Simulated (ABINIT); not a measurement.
# NbSi3 (Pm-3m): zone-centre phonons, part 3 of 3

Which modes does NbSi3 (Pm-3m) have at the zone centre?

ABINIT 10.8.3; DFT LDA, scalar-relativistic, plane waves, JTH PAW pseudopotentials.

So far. Step 4 (Relaxation): The volume changes by +0.5 % in this run and stands -6.3 % from the first cell. Step 6 (Zone-centre response): The acoustic modes at Γ come out as far as 3.6 cm⁻¹ from zero, where they should vanish, a small numerical error. The lowest optical mode is imaginary, 78i cm⁻¹, an instability at this level and on this k mesh. The relaxed cell has a = 3.841 Å (conventional setting).

The structure was built from a prototype and need not be the compound's stable phase.

### 7. Zone-centre analysis

anaddb reads the merged derivatives and imposes the acoustic sum rule.

anaddb.abi reads:

```
ddb_filepath "gamma_DDB"
output_file "anaddb.abo"
outdata_prefix "anaddb"
asr 1
chneut 1
enunit 2
eivec 1
nph1l 1
qph1l 0.0 0.0 0.0 1.0
```

mrgddb.in reads:

```
gamma_DDB
merged
1
dfpt_gammao_DDB
```

The run is started by

```bash
$ mrgddb < mrgddb.in > mrgddb.log
$ OMP_NUM_THREADS=1 anaddb anaddb.abi > anaddb.log
```

anaddb.abo, the main output file:

```text
-outvars_anaddb: echo values of input variables ----------------------

 Miscellaneous information :
      enunit         2
       eivec         1
         asr         1
 First list of wavevector (reduced coord.) :
       nph1l         1
       qph1l
                     0.00000000E+00  0.00000000E+00  0.00000000E+00    1.000E+00

================================================================================

 read the DDB information and perform some checks

  ==== Info on the Cryst% object ====
 Real(R)+Recip(G) space primitive vectors, cartesian coordinates (Bohr,Bohr^-1):
 R(1)=  7.2580565  0.0000000  0.0000000  G(1)=  0.1377779  0.0000000  0.0000000
 R(2)=  0.0000000  7.2580565  0.0000000  G(2)=  0.0000000  0.1377779  0.0000000
 R(3)=  0.0000000  0.0000000  7.2580565  G(3)=  0.0000000  0.0000000  0.1377779
 Unit cell volume ucvol=  3.8234995E+02 bohr^3
 Angles (23,13,12)=  9.00000000E+01  9.00000000E+01  9.00000000E+01 degrees
 Time-reversal symmetry is present
 Reduced atomic positions [iatom, xred, symbol]:
    1)    0.0000000  0.0000000  0.0000000  Nb
    2)    0.0000000  0.5000000  0.5000000  Si
    3)    0.5000000  0.0000000  0.5000000  Si
    4)    0.5000000  0.5000000  0.0000000  Si

 DDB file with 1 blocks has been read.

================================================================================

 Treat the first list of vectors

  Phonon wavevector (reduced coordinates) :  0.00000  0.00000  0.00000
 Phonon energies in Hartree :
  -3.570945E-04 -3.570945E-04 -3.570945E-04  0.000000E+00  0.000000E+00
   0.000000E+00  1.049256E-03  1.049256E-03  1.049256E-03  1.202849E-03
   1.202849E-03  1.202849E-03
 Phonon energies in meV     :
- -9.717037E+00 -9.717037E+00 -9.717037E+00  0.000000E+00  0.000000E+00
-  0.000000E+00  2.855171E+01  2.855171E+01  2.855171E+01  3.273119E+01
-  3.273119E+01  3.273119E+01
 Phonon frequencies in cm-1    :
- -7.837319E+01 -7.837319E+01 -7.837319E+01  0.000000E+00  0.000000E+00
-  0.000000E+00  2.302851E+02  2.302851E+02  2.302851E+02  2.639948E+02
-  2.639948E+02  2.639948E+02
 Phonon frequencies in Thz     :
- -2.349569E+00 -2.349569E+00 -2.349569E+00  0.000000E+00  0.000000E+00
-  0.000000E+00  6.903772E+00  6.903772E+00  6.903772E+00  7.914365E+00
-  7.914365E+00  7.914365E+00
 Phonon energies in Kelvin  :
- -1.127615E+02 -1.127615E+02 -1.127615E+02  0.000000E+00  0.000000E+00
-  0.000000E+00  3.313288E+02  3.313288E+02  3.313288E+02  3.798296E+02
-  3.798296E+02  3.798296E+02

 Eigendisplacements
 (will be given, for each mode : in cartesian coordinates
   for each atom the real part of the displacement vector,
   then the imaginary part of the displacement vector - absolute values smaller than 1.0d-7 are set to zero)
  Mode number    1   Energy   -3.570945E-04
 Attention : low frequency mode.
   (Could be unstable or acoustic mode)
-  1  0.00000000E+00  0.00000000E+00 -1.27396751E-03
-     0.00000000E+00  0.00000000E+00  0.00000000E+00
-  2  0.00000000E+00  0.00000000E+00  2.32600833E-04
-     0.00000000E+00  0.00000000E+00  0.00000000E+00
-  3  0.00000000E+00  0.00000000E+00  2.32600833E-04
-     0.00000000E+00  0.00000000E+00  0.00000000E+00
-  4  0.00000000E+00  0.00000000E+00  3.74906043E-03
-     0.00000000E+00  0.00000000E+00  0.00000000E+00
  Mode number    2   Energy   -3.570945E-04
 Attention : low frequency mode.
   (Could be unstable or acoustic mode)
-  1  0.00000000E+00 -1.27396751E-03  0.00000000E+00
-     0.00000000E+00  0.00000000E+00  0.00000000E+00
-  2  0.00000000E+00  2.32600833E-04  0.00000000E+00
-     0.00000000E+00  0.00000000E+00  0.00000000E+00
-  3  0.00000000E+00  3.74906043E-03  0.00000000E+00
-     0.00000000E+00  0.00000000E+00  0.00000000E+00
-  4  0.00000000E+00  2.32600833E-04  0.00000000E+00
-     0.00000000E+00  0.00000000E+00  0.00000000E+00
  Mode number    3   Energy   -3.570945E-04
 Attention : low frequency mode.
   (Could be unstable or acoustic mode)
-  1  1.27396751E-03  0.00000000E+00  0.00000000E+00
-     0.00000000E+00  0.00000000E+00  0.00000000E+00
-  2 -3.74906043E-03  0.00000000E+00  0.00000000E+00
-     0.00000000E+00  0.00000000E+00  0.00000000E+00
-  3 -2.32600833E-04  0.00000000E+00  0.00000000E+00
-     0.00000000E+00  0.00000000E+00  0.00000000E+00
-  4 -2.32600833E-04  0.00000000E+00  0.00000000E+00
-     0.00000000E+00  0.00000000E+00  0.00000000E+00
  Mode number    4   Energy    0.000000E+00
 Attention : low frequency mode.
   (Could be unstable or acoustic mode)
-  1  0.00000000E+00  0.00000000E+00  1.75967932E-03
-     0.00000000E+00  0.00000000E+00  0.00000000E+00
-  2  0.00000000E+00  0.00000000E+00  1.75967958E-03
-     0.00000000E+00  0.00000000E+00  0.00000000E+00
-  3  0.00000000E+00  0.00000000E+00  1.75967958E-03
-     0.00000000E+00  0.00000000E+00  0.00000000E+00
-  4  0.00000000E+00  0.00000000E+00  1.75968016E-03
-     0.00000000E+00  0.00000000E+00  0.00000000E+00
  Mode number    5   Energy    0.000000E+00
 Attention : low frequency mode.
   (Could be unstable or acoustic mode)
-  1  0.00000000E+00 -1.75967932E-03  0.00000000E+00
-     0.00000000E+00  0.00000000E+00  0.00000000E+00
-  2  0.00000000E+00 -1.75967958E-03  0.00000000E+00
-     0.00000000E+00  0.00000000E+00  0.00000000E+00
-  3  0.00000000E+00 -1.75968016E-03  0.00000000E+00
-     0.00000000E+00  0.00000000E+00  0.00000000E+00
-  4  0.00000000E+00 -1.75967958E-03  0.00000000E+00
-     0.00000000E+00  0.00000000E+00  0.00000000E+00
  Mode number    6   Energy    0.000000E+00
 Attention : low frequency mode.
   (Could be unstable or acoustic mode)
-  1  1.75967932E-03  0.00000000E+00  0.00000000E+00
-     0.00000000E+00  0.00000000E+00  0.00000000E+00
-  2  1.75968016E-03  0.00000000E+00  0.00000000E+00
-     0.00000000E+00  0.00000000E+00  0.00000000E+00
-  3  1.75967958E-03  0.00000000E+00  0.00000000E+00
-     0.00000000E+00  0.00000000E+00  0.00000000E+00
-  4  1.75967958E-03  0.00000000E+00  0.00000000E+00
-     0.00000000E+00  0.00000000E+00  0.00000000E+00
  Mode number    7   Energy    1.049256E-03
-  1  0.00000000E+00  0.00000000E+00  0.00000000E+00
-     0.00000000E+00  0.00000000E+00  0.00000000E+00
-  2  0.00000000E+00  1.53739033E-07 -3.12509965E-03
-     0.00000000E+00  0.00000000E+00  0.00000000E+00
-  3  0.00000000E+00  0.00000000E+00  3.12509965E-03
-     0.00000000E+00  0.00000000E+00  0.00000000E+00
-  4  0.00000000E+00 -1.53739033E-07  0.00000000E+00
-     0.00000000E+00  0.00000000E+00  0.00000000E+00
  Mode number    8   Energy    1.049256E-03
-  1  0.00000000E+00  0.00000000E+00  0.00000000E+00
-     0.00000000E+00  0.00000000E+00  0.00000000E+00
-  2  0.00000000E+00  3.12509965E-03  1.53739152E-07
-     0.00000000E+00  0.00000000E+00  0.00000000E+00
-  3  0.00000000E+00  0.00000000E+00 -1.53739152E-07
-     0.00000000E+00  0.00000000E+00  0.00000000E+00
-  4  0.00000000E+00 -3.12509965E-03  0.00000000E+00
-     0.00000000E+00  0.00000000E+00  0.00000000E+00
  Mode number    9   Energy    1.049256E-03
-  1  0.00000000E+00  0.00000000E+00  0.00000000E+00
-     0.00000000E+00  0.00000000E+00  0.00000000E+00
-  2  0.00000000E+00  0.00000000E+00  0.00000000E+00
-     0.00000000E+00  0.00000000E+00  0.00000000E+00
-  3 -3.12509966E-03  0.00000000E+00  0.00000000E+00
-     0.00000000E+00  0.00000000E+00  0.00000000E+00
-  4  3.12509966E-03  0.00000000E+00  0.00000000E+00
-     0.00000000E+00  0.00000000E+00  0.00000000E+00
  Mode number   10   Energy    1.202849E-03
-  1  0.00000000E+00  0.00000000E+00  1.08866348E-03
-     0.00000000E+00  0.00000000E+00  0.00000000E+00
-  2  0.00000000E+00 -1.33751758E-07 -2.57209496E-03
-     0.00000000E+00  0.00000000E+00  0.00000000E+00
-  3  0.00000000E+00  0.00000000E+00 -2.57209496E-03
-     0.00000000E+00  0.00000000E+00  0.00000000E+00
-  4  0.00000000E+00 -1.33751758E-07  1.54290874E-03
-     0.00000000E+00  0.00000000E+00  0.00000000E+00
  Mode number   11   Energy    1.202849E-03
-  1  0.00000000E+00  1.08866348E-03  0.00000000E+00
-     0.00000000E+00  0.00000000E+00  0.00000000E+00
-  2  0.00000000E+00 -2.57209496E-03  1.33751759E-07
-     0.00000000E+00  0.00000000E+00  0.00000000E+00
-  3  0.00000000E+00  1.54290874E-03  1.33751759E-07
-     0.00000000E+00  0.00000000E+00  0.00000000E+00
-  4  0.00000000E+00 -2.57209496E-03  0.00000000E+00
-     0.00000000E+00  0.00000000E+00  0.00000000E+00
  Mode number   12   Energy    1.202849E-03
-  1  1.08866348E-03  0.00000000E+00  0.00000000E+00
-     0.00000000E+00  0.00000000E+00  0.00000000E+00
-  2  1.54290874E-03  0.00000000E+00  0.00000000E+00
-     0.00000000E+00  0.00000000E+00  0.00000000E+00
-  3 -2.57209496E-03  0.00000000E+00  0.00000000E+00
-     0.00000000E+00  0.00000000E+00  0.00000000E+00
-  4 -2.57209496E-03  0.00000000E+00  0.00000000E+00
-     0.00000000E+00  0.00000000E+00  0.00000000E+00

 Analysis of degeneracies and characters (maximum tolerance=1.00E-06 a.u.)
 For each vibration mode, or group of modes if degenerate,
 the characters are given for each symmetry operation (see the list in the log file).
 Symmetry characters of vibration mode #   1
       degenerate with vibration modes #   2 to    3
  3.0 -3.0 -1.0  1.0 -1.0  1.0 -1.0  1.0  1.0 -1.0 -1.0  1.0  1.0 -1.0 -1.0  1.0
 -0.0  0.0 -0.0  0.0  0.0 -0.0  0.0 -0.0  1.0 -1.0 -1.0  1.0 -1.0  1.0  1.0 -1.0
 -0.0  0.0  0.0 -0.0  0.0 -0.0 -0.0  0.0  1.0 -1.0  1.0 -1.0 -1.0  1.0 -1.0  1.0
 Symmetry characters of vibration mode #   4
       degenerate with vibration modes #   5 to    6
  3.0 -3.0 -1.0  1.0 -1.0  1.0 -1.0  1.0  1.0 -1.0 -1.0  1.0  1.0 -1.0 -1.0  1.0
 -0.0  0.0 -0.0  0.0 -0.0  0.0  0.0 -0.0  1.0 -1.0 -1.0  1.0 -1.0  1.0  1.0 -1.0
 -0.0  0.0 -0.0  0.0  0.0 -0.0 -0.0  0.0  1.0 -1.0  1.0 -1.0 -1.0  1.0 -1.0  1.0
 Symmetry characters of vibration mode #   7
       degenerate with vibration modes #   8 to    9
  3.0 -3.0 -1.0  1.0 -1.0  1.0 -1.0  1.0 -1.0  1.0  1.0 -1.0 -1.0  1.0  1.0 -1.0
 -0.0  0.0  0.0 -0.0 -0.0  0.0  0.0 -0.0 -1.0  1.0  1.0 -1.0  1.0 -1.0 -1.0  1.0
 -0.0  0.0 -0.0  0.0  0.0 -0.0  0.0 -0.0 -1.0  1.0 -1.0  1.0  1.0 -1.0  1.0 -1.0
 Symmetry characters of vibration mode #  10
       degenerate with vibration modes #  11 to   12
  3.0 -3.0 -1.0  1.0 -1.0  1.0 -1.0  1.0  1.0 -1.0 -1.0  1.0  1.0 -1.0 -1.0  1.0
 -0.0  0.0  0.0 -0.0 -0.0  0.0  0.0 -0.0  1.0 -1.0 -1.0  1.0 -1.0  1.0  1.0 -1.0
 -0.0  0.0 -0.0  0.0  0.0 -0.0  0.0 -0.0  1.0 -1.0  1.0 -1.0 -1.0  1.0 -1.0  1.0
-
```

It took 0.5 s on 1 thread of Arm Neoverse V2, shared host.

Read from the output:

| Quantity | Value |
| --- | --- |
| lowest optical zone-centre mode | -78.37 cm⁻¹ |

No LO-TO term; unit eigenvectors of the mass-weighted matrix, from anaddb's displacements. The modes at Γ (shares of kinetic energy by element, %) (negative means imaginary):

```csv
mode,frequency (cm⁻¹),symmetry,Nb %,Si %
1,-78.4,T1u,27,73
2,-78.4,T1u,27,73
3,-78.4,T1u,27,73
4,0.0,acoustic,52,48
5,0.0,acoustic,52,48
6,0.0,acoustic,52,48
7,230.3,T2u,0,100
8,230.3,T2u,0,100
9,230.3,T2u,0,100
10,264.0,T1u,20,80
11,264.0,T1u,20,80
12,264.0,T1u,20,80
```

Displacements in mode 1 (-78.4 cm⁻¹), the largest set to 1:
```
Nb1  0.00  0.00 -0.34
Si2  0.00  0.00  0.06
Si3  0.00  0.00  0.06
Si4  0.00  0.00  1.00
```

Displacements in mode 10 (264.0 cm⁻¹), the largest set to 1:
```
Nb1  0.00  0.00  0.42
Si2  0.00  0.00 -1.00
Si3  0.00  0.00 -1.00
Si4  0.00  0.00  0.60
```

The rule moves no optical mode by more than 0.1 cm⁻¹.

### 8. What came out

```
space group after relaxation                                           : Pm-3m
volume per atom                                                        : 14.2 Å³
highest optical zone-centre mode (no LO-TO term)                       : 264.0 cm⁻¹
lowest optical zone-centre mode                                        : -78.4 cm⁻¹
imaginary optical modes at the zone centre (no q mesh in this session) : yes
```

In words: At the LDA level the optical modes of NbSi3 (Pm-3m) at the zone centre run from 78i to 264 cm⁻¹, so the structure is a saddle point, with 3 modes beyond 10i cm⁻¹ there. These are harmonic frequencies: anharmonic shifts and widths and the lattice's thermal expansion are left out. The Fermi-Dirac smearing of 0.01 Ha is an electronic temperature of 3158 K, which adds a pressure of its own and can shift the volume and soft modes. In a metal the frequencies hang on the k mesh and the smearing, most of all near Kohn anomalies. The runs are without spin polarisation, although the cell has an odd electron count or an open d or f shell, so a magnetic state was not tested. The structure is a hypothetical one, built on a prototype.

[Host names and launcher messages were left out of these logs when they were recorded.]

[Logs are printed without paths, hosts, clocks, repeated set-up lines and the standing remarks that a program may print on its own settings, such as how far it seeks lower states.]

[Hosts, paths, dates, database ids (printed as entryN), source tags and the programs' standing remarks are cut or masked in the printed files.]
